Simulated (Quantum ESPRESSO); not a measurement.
# GaSb (F-43m): how pressure shifts the optical phonon

Wanted: a fit of frequency against volume for GaSb (F-43m), tested on a run that is left out of it.

Calculated with Quantum ESPRESSO 7.5; DFT LDA, scalar-relativistic, plane waves, PseudoDojo norm-conserving pseudopotentials.

The database entry behind the starting cell differs from later determinations by our own check (about 0.4 % long), so it need not match the best structure at ambient conditions.

### Step 1. The relaxed structure

Symmetry: F-43m, No. 216, cubic system. The conventional cell has a = 6.047 Å, b = 6.047 Å, c = 6.047 Å, α = 90.00°, β = 90.00°, γ = 90.00°. Nearest to Ga lie 4 Sb at 2.62 Å. Nearest to Sb lie 4 Ga at 2.62 Å. Farther neighbours are not listed.

Structure file:

```cif
data_structure
_symmetry_space_group_name_H-M 'P 1'
_symmetry_Int_Tables_number 1
_cell_length_a 4.2758
_cell_length_b 4.2758
_cell_length_c 4.2758
_cell_angle_alpha 60.000
_cell_angle_beta 60.000
_cell_angle_gamma 60.000
_cell_volume 55.27
loop_
_atom_site_label
_atom_site_type_symbol
_atom_site_fract_x
_atom_site_fract_y
_atom_site_fract_z
_atom_site_occupancy
Ga1 Ga 0.00000 0.00000 0.00000 1
Sb2 Sb 0.25000 0.25000 0.25000 1
```

This is the cell after its relaxation at this level of theory, not the database cell from which that began.

### Step 2. Runs at several volumes

The relaxed cell is scaled uniformly; in this structure symmetry fixes all atoms, so nothing has to be relaxed anew. Each volume gets a ground state and a response at Γ. The mode followed is the highest one without the macroscopic field, of symmetry T2; longitudinal polar modes lie higher. Cutoff 92 Ry, k mesh 8×8×8 with shifts.

From the response at V/V₀ = 0.97:

Log:

```text
[banners, grids, parts of the stress and lines that vanish by symmetry left out]
Program PHONON v.7.5
     Reading xml data from directory:

[...]
Exchange-correlation= PW
                           (   1   4   0   0   0   0   0)
[...]
kinetic-energy cut-off    =      92.0000  Ry
     charge density cut-off    =     368.0000  Ry
     convergence threshold     =      1.0E-18
[...]
Exchange-correlation= PW
                           (   1   4   0   0   0   0   0)
[...]
q = (   0.0000000   0.0000000   0.0000000 )
     25 Sym.Ops. (with q -> -q+G )
     G cutoff =  596.3403  (  43215 G-vectors)     FFT grid: ( 50, 50, 50)
     number of k points=    60
[...]
Mode symmetry, T_d (-43m)  point group:
[...]
Dielectric constant
[...]
End of electric fields calculation
          Dielectric constant in cartesian axis
          (      17.642077786      -0.000000000       0.000000000 )
          (      -0.000000000      17.642077786       0.000000000 )
          (      -0.000000000       0.000000000      17.642077786 )
          Effective charges (d Force / dE) in cartesian axis without acoustic sum rule applied (asr)
           atom    1  Ga    Mean Z*:        1.55634
      Ex  (        1.55634        0.00000       -0.00000 )
      Ey  (        0.00000        1.55634       -0.00000 )
      Ez  (       -0.00000       -0.00000        1.55634 )
           atom    2  Sb    Mean Z*:       -1.57005
      Ex  (       -1.57005        0.00000        0.00000 )
      Ey  (        0.00000       -1.57005        0.00000 )
      Ez  (        0.00000       -0.00000       -1.57005 )
          Effective charges Sum: Mean:       -0.01371
[...]
Effective charges (d Force / dE) in cartesian axis with asr applied:
           atom    1  Ga    Mean Z*:        1.56320
[...]
atom    2  Sb    Mean Z*:       -1.56320
[...]
Representation #   1 modes #   1   2   3
[...]
End of self-consistent calculation
     Convergence has been achieved
     Representation #   2 modes #   4   5   6
[...]
End of self-consistent calculation
     Convergence has been achieved
[...]
Dielectric constant in cartesian axis
          (      17.642077786      -0.000000000       0.000000000 )
          (      -0.000000000      17.642077786       0.000000000 )
          (      -0.000000000       0.000000000      17.642077786 )
          Effective charges (d Force / dE) in cartesian axis without acoustic sum rule applied (asr)
           atom    1  Ga    Mean Z*:        1.55634
      Ex  (        1.55634        0.00000       -0.00000 )
      Ey  (        0.00000        1.55634       -0.00000 )
      Ez  (       -0.00000       -0.00000        1.55634 )
           atom    2  Sb    Mean Z*:       -1.57005
      Ex  (       -1.57005        0.00000        0.00000 )
      Ey  (        0.00000       -1.57005        0.00000 )
      Ez  (        0.00000       -0.00000       -1.57005 )
          Effective charges Sum: Mean:       -0.01371
[...]
Effective charges (d Force / dE) in cartesian axis with asr applied:
           atom    1  Ga    Mean Z*:        1.56320
[...]
atom    2  Sb    Mean Z*:       -1.56320
[...]
q = (    0.000000000   0.000000000   0.000000000 )
[...]
freq (    1) =      -0.046334 [THz] =      -1.545532 [cm-1]
     freq (    2) =      -0.046334 [THz] =      -1.545532 [cm-1]
     freq (    3) =      -0.046334 [THz] =      -1.545532 [cm-1]
     freq (    4) =       7.047843 [THz] =     235.090728 [cm-1]
     freq (    5) =       7.047843 [THz] =     235.090728 [cm-1]
     freq (    6) =       7.047843 [THz] =     235.090728 [cm-1]
[...]
Mode symmetry, T_d (-43m)  point group:
     freq (   1-   3) =         -1.5  [cm-1]   --> T_2  G_15 P_4   I+R
     freq (   4-   6) =        235.1  [cm-1]   --> T_2  G_15 P_4   I+R

   JOB DONE.
```

One volume, V/V₀ = 1, is held back as a test.

| V/V₀ | volume (Å³/atom) | pressure (GPa) | ω (cm⁻¹) |
| --- | --- | --- | --- |
| 0.97 | 26.808 | 1.83 | 235.09 |
| 1 | 27.637 | 0.00 | held back |
| 1.03 | 28.466 | -1.54 | 218.13 |

### Step 3. The fit

The mode Grüneisen parameter is γ = −d ln ω / d ln V.

| ln(V/V₀) | ln ω |
| --- | --- |
| -0.0305 | 5.4600 |
| 0.0296 | 5.3851 |

A straight line through these points has the slope -1.248, so γ = 1.25; at V/V₀ = 1 it predicts ω = exp(5.4220 + 0.0000) = 226.32 cm⁻¹.

A parabola of pressure against ln V through V/V₀ = 0.97, 1 and 1.03 gives the bulk modulus B = −dP/d ln V = 56 GPa at V₀. With ω₀ from the fitted line the pressure coefficient follows as dω/dP = γ ω₀ / B = 1.25 × 226.3 / 56 = 5.04 cm⁻¹/GPa.

### Step 4. The run that was held back

Log:

```text
[banners, grids, parts of the stress and lines that vanish by symmetry left out]
[banner, memory and clock lines left out]
Program PHONON v.7.5

[...]
Exchange-correlation= PW
                           (   1   4   0   0   0   0   0)
[...]
(   3 q-points):
[...]
kinetic-energy cut-off    =      92.0000  Ry
     charge density cut-off    =     368.0000  Ry
     convergence threshold     =      1.0E-18
[...]
Exchange-correlation= PW
                           (   1   4   0   0   0   0   0)
[...]
q = (   0.0000000   0.0000000   0.0000000 )
     25 Sym.Ops. (with q -> -q+G )
     G cutoff =  608.5734  (  44399 G-vectors)     FFT grid: ( 50, 50, 50)
     number of k points=    60
[...]
Mode symmetry, T_d (-43m)  point group:
[...]
Dielectric constant
[...]
End of electric fields calculation
          Dielectric constant in cartesian axis
          (      19.042384163      -0.000000000      -0.000000000 )
          (      -0.000000000      19.042384163       0.000000000 )
          (      -0.000000000       0.000000000      19.042384163 )
          Effective charges (d Force / dE) in cartesian axis without acoustic sum rule applied (asr)
           atom    1  Ga    Mean Z*:        1.64048
      Ex  (        1.64048       -0.00000        0.00000 )
      Ey  (        0.00000        1.64048       -0.00000 )
      Ez  (        0.00000       -0.00000        1.64048 )
           atom    2  Sb    Mean Z*:       -1.65713
      Ex  (       -1.65713        0.00000       -0.00000 )
      Ey  (        0.00000       -1.65713       -0.00000 )
[...]
q = (    0.353553391  -0.353553391   0.353553391 )
[...]
freq (    1) =       1.288009 [THz] =      42.963347 [cm-1]
     freq (    2) =       1.288009 [THz] =      42.963347 [cm-1]
     freq (    3) =       4.627172 [THz] =     154.345838 [cm-1]
     freq (    4) =       6.045444 [THz] =     201.654319 [cm-1]
     freq (    5) =       6.568593 [THz] =     219.104664 [cm-1]
     freq (    6) =       6.568593 [THz] =     219.104664 [cm-1]
[...]
Mode symmetry, C_3v (3m)   point group:
     freq (   1-   2) =         43.0  [cm-1]   --> E    L_3
     freq (   3-   3) =        154.3  [cm-1]   --> A_1  L_1
     freq (   4-   4) =        201.7  [cm-1]   --> A_1  L_1
     freq (   5-   6) =        219.1  [cm-1]   --> E    L_3
[...]
Mode symmetry, D_2d (-42m) point group:
[...]
Representation #   1 mode #   1
[...]
Convergence has been achieved
     Representation #   2 mode #   2
[...]
Convergence has been achieved
     Representation #   3 modes #   3   4
[...]
End of self-consistent calculation
     Convergence has been achieved
     Representation #   4 modes #   5   6
[...]
End of self-consistent calculation
     Convergence has been achieved
[...]
q = (    0.000000000  -0.707106781   0.000000000 )
[...]
freq (    1) =       1.605250 [THz] =      53.545390 [cm-1]
     freq (    2) =       1.605250 [THz] =      53.545390 [cm-1]
     freq (    3) =       4.798623 [THz] =     160.064826 [cm-1]
     freq (    4) =       6.233265 [THz] =     207.919329 [cm-1]
     freq (    5) =       6.297118 [THz] =     210.049249 [cm-1]
     freq (    6) =       6.297118 [THz] =     210.049249 [cm-1]
[...]
Mode symmetry, D_2d (-42m) point group:
     freq (   1-   2) =         53.5  [cm-1]   --> E    X_5  W_3
     freq (   3-   3) =        160.1  [cm-1]   --> A_1  X_1  W_1
     freq (   4-   4) =        207.9  [cm-1]   --> B_2  X_3  W_2
     freq (   5-   6) =        210.0  [cm-1]   --> E    X_5  W_3
```

It gives 226.38 cm⁻¹ against the predicted 226.32 cm⁻¹, a miss of 0.06 cm⁻¹.

### Step 5. Summary of results

- mode Grüneisen parameter: 1.248
- bulk modulus: 56.0 GPa
- pressure coefficient: 5.04 cm⁻¹/GPa

What this shows: The highest optical mode of GaSb (F-43m) without the LO-TO term stiffens by 5.04 cm⁻¹ a GPa near the relaxed volume, with γ = 1.25. The power law meets all 3 runs within 0.03 %; between neighbouring volumes γ runs from 1.24 to 1.26. Such a coefficient turns a measured shift of this mode into a hydrostatic stress; uniaxial or biaxial stress splits the mode and needs deformation potentials. These are harmonic values at zero temperature for the structure held cubic, which a run at Γ can't show to be stable; the bulk modulus rests on three points.

[Host names and launcher messages were left out of these logs when they were recorded.]

[Logs are printed without paths, hosts, clocks, repeated set-up lines and the standing remarks that a program may print on its own settings, such as how far it seeks lower states.]

[Hosts, paths, dates, database ids (printed as entryN), source tags and the programs' standing remarks are cut or masked in the printed files.]
